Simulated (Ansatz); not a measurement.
# BP: optical spectrum from first principles, part 2 of 2

What colour and refractive index does BP have at this level of theory?

Ansatz 0.2.0; DFT, PBE, plane-wave PAW, default files, scalar-relativistic, independent-particle optical response without local fields.

So far. Step 2 (Ground state and bands): There is a gap, 1.24 eV on the path, so no carriers' term is needed. The cell is left with a pressure of 1.1 GPa, as it stands unrelaxed at this level.

## 3. Spectrum (continued)

From ε follow the optical constants at some laser and lamp lines:

```csv
wavelength (nm),n,k,R (%),1/α
800,3.19,0.000,27.3,over 1 mm
532,3.35,0.000,29.2,over 1 mm
450,3.50,0.000,30.8,over 1 mm
405,3.66,0.000,32.6,247 µm
365,4.00,0.114,36.1,255 nm
308,4.15,0.605,38.3,41 nm
193,2.54,3.869,63.0,4.0 nm
```

Rows near the edge hang on the gap, which this functional as a rule makes too small, and phonon-assisted absorption is left out.

Through 1 µm of it, D65 light comes out colourless, dimmed by reflection (x = 0.317, y = 0.334; 55 % transmitted).

The f-sum over the summed bands holds 7.0 of the cell's 8 electrons outside the frozen cores. Up to 22 eV the strength has a mean oscillator energy of 6.8 eV, close to the main peak.

## 4. Static response with local fields

Perturbation theory gives the static response with local fields and the functional's kernel, and it needs no empty bands.

This step: DFT, PBE, plane-wave PAW, default files, scalar-relativistic, static field response by perturbation theory with local fields (Ansatz 0.2.0).

input.yaml

```yaml
crystal:
  lattice:
    - [0.0, 2.269, 2.269]
    - [2.269, 0.0, 2.269]
    - [2.269, 2.269, 0.0]
  atoms:
    - { symbol: P, position: [0.75, 0.75, 0.75] }
    - { symbol: B, position: [0.0, 0.0, 0.0] }
kpoints:
  mp_grid: { grid: [8, 8, 8] }
scf:
  occupations: { method: fixed }
hamiltonian:
  xc: pbe
  pseudopotentials: { kind: paw }
dielectric: {}
```

Run with:

```sh
$ ansatz run input.yaml --threads 4 --pin off --max-ram 8192MiB --backend cpu --events-out ev --progress --plain --runs-dir out
```

Numbers of over 12 decimals in the logs are rounded to 6 here.

What it wrote:

```text
[...]
Crystal: 2 atoms, lattice volume = 23.363 Å³
Basis set: ecut = 420 eV, 459 PW (Γ), exchange–correlation on 48×48×48 points (8 copies of the dense FFT grid, shifted against one another)
Bands: 8, of which v1, the nominal top of the filled ones, is band 4 counted from 1 (3 counted from 0)
Symmetry: 24 space group operations
k-points: 95 of 512 (irreducible under 4 space group operations, time reversal used)
[...]
SCF iter   1: F=—  HF=-912.444485 eV  |F-HF|=—  |Δ(HF+E_count)|=         —  Δρ=1.52e-3  dr2=4.75e-4  ethr=1.77e-3  ⟨swp⟩=5.1  Hψ=5576  notcnv=0  defer=180
[...]
SCF iter   8: F=-912.444578 eV  HF=-912.444578 eV  |F-HF|=1.59e-12  |Δ(HF+E_count)|=  2.24e-10  Δρ=8.87e-8  dr2=2.30e-12  ethr=1.25e-12  ⟨swp⟩=7.3  Hψ=3838  notcnv=0
SCF 1 converged in 8 iterations: F = -912.444578 eV  dr2 = 2.30e-12
[...]
DFPT response loops at Γ: preconditioner auto → none (the input reference at scf.mixing.eps_inf says where Resta's filter doesn't serve); β = 0.50; Broyden in place of MSR1
── the response to a field inside a basis, on 8×8×8 k-points: an SCF that follows is theirs, and a resumed run solves both again ──
Bands: 5, of which v1, the nominal top of the filled ones, is band 4 counted from 1 (3 counted from 0)
k-points: 60 of 512 (irreducible under 6 space group operations, time reversal used)
[...]
Eigensolver: Dense (60 Hₖ)
SCF iter   1: F=—  HF=-912.447194 eV  |F-HF|=—  |Δ(HF+E_count)|=         —  Δρ=1.64e-4  dr2=1.57e-6  ethr=1.00e-1
[...]
SCF iter   3: F=-912.447197 eV  HF=-912.447197 eV  |F-HF|=5.22e-9  |Δ(HF+E_count)|=   7.46e-7  Δρ=7.94e-6  dr2=3.61e-9  ethr=3.83e-9
SCF 1 converged in 3 iterations: F = -912.447197 eV  dr2 = 3.61e-9
[...]
SCF converged after 8 iterations
Free energy (F): -912.444578 eV
[...]
Internal energy: -912.444578 eV  (E = F + TS)
E sigma→0 (E₀):  -912.444578 eV
Fermi energy:    9.265197 eV
[...]
--- Band table (eV; the first three rows and the last of 95) ---
[...]
--- Dielectric response (ions clamped): 3 representative field directions + reference, inside a basis on a mesh of 512 k-points (Σ response iterations 12) ---
  ε∞ (high-frequency dielectric tensor):
        9.154004    -0.000000    -0.000000
       -0.000000     9.154004     0.000000
       -0.000000     0.000000     9.154004
  Born effective charges Z* (e; rows j = field, columns β = displacement):
    site 0:
         0.51400    0.00000    0.00000
        -0.00000    0.51400    0.00000
        -0.00000    0.00000    0.51400
    site 1:
        -0.51400   -0.00000   -0.00000
         0.00000   -0.51400   -0.00000
         0.00000   -0.00000   -0.51400
  Z* charge neutrality: 6.663e-5 e pre-enforcement
  solved inside a basis spanned on kpoints, on 8×8×8 k-points, its susceptibility summed on 12×12×12: ε∞ is read to err by 3.0e-2, Z* by 5.5e-3 e (field_mesh: kpoints solves on kpoints); Z* is corrected for what the basis lacks
```

Run time: 3 s. Hardware: 4 threads of Intel Xeon Platinum 8488C (Sapphire Rapids), shared host; peak memory 0.44 GiB; 10 s of CPU time.

Read-outs, printed or worked out from the files:

| Quantity | Value |
| --- | --- |
| electronic dielectric constant ε∞, mean over x, y and z (by symmetry where fewer were run) | 9.154 |

ε∞ with local fields:

```
9.15 0.00 0.00
0.00 9.15 0.00
0.00 0.00 9.15
```

Diagonal elements. Born, by row:

```csv
atom,Z*xx (e),Z*yy (e),Z*zz (e)
P1,0.514,0.514,0.514
B2,-0.514,-0.514,-0.514
```

Mean Born charges are P +0.51 and B -0.51: their signs are opposite to the formal valences (-3 and +3). These are dynamical charges, and in nearly covalent bonds they can be small or reversed.

## 5. Summary of results

```yaml
gap_on_the_path: 1.24 eV
least_direct_gap_on_the_path: 3.40 eV
electronic_dielectric_constant_eps_infinity_mean_over_x_y_and_z_by_symmetry_where_fewer_were_run_independent_particles: 9.49
absorption_onset_first_axis_alpha_over_1e4_cm_minus1_or_the_direct_gap_if_that_lies_higher: 3.40 eV
main_peak_of_im_epsilon_first_axis: 5.84 eV
photocurrent_from_vertical_transitions_in_a_film_500_nm_thick_on_a_perfect_mirror_two_passes_am1p5g_no_front_reflection_all_carriers_collected: 0.594 mA/cm²
electronic_dielectric_constant_eps_infinity_mean_over_x_y_and_z_by_symmetry_where_fewer_were_run_static_response_with_local_fields: 9.15
```

**Reading.** At this level (PBE, independent particles) BP has ε∞ = 9.49 (9.15 with local fields) and n = 3.11 at 1550 nm; absorption sets in near 3.4 eV, and Im ε peaks at 5.8 eV. The gap is indirect (1.24 eV), so absorption without phonons can begin only at the direct gap of 3.40 eV. Lines 0.15 eV wide carry a tail of absorption under the direct gap, past the threshold already at 3.29 eV. Absorption passes 10⁴ cm⁻¹ from the direct gap on, 3.40 eV, in the ultraviolet, so the visible is passed, but for phonon-assisted absorption over the indirect gap, which is left out. The f-sum over the summed bands holds 7.0 of the cell's 8 electrons outside the frozen cores. Up to 22 eV the strength has a mean oscillator energy of 6.8 eV, close to the main peak. Through 1 µm of it, D65 light comes out colourless, dimmed by reflection (x = 0.317, y = 0.334; 55 % transmitted). With local fields and the functional's kernel the static response is 9.15 against 9.49 for independent particles (-4 %). In the base spectrum excitons and phonon-assisted transitions are missing, and so are local fields; PBE gaps are as a rule too small, which pulls the onset down and ε∞ up. In the base run ε includes the program's bounded estimate of what the bands above those summed add.

[Logs are printed without paths, hosts, clocks, repeated set-up lines and the standing remarks that a program may print on its own settings, such as how far it seeks lower states.]

[Hosts, paths, dates, database ids (printed as entryN), source tags and the programs' standing remarks are cut or masked in the printed files.]
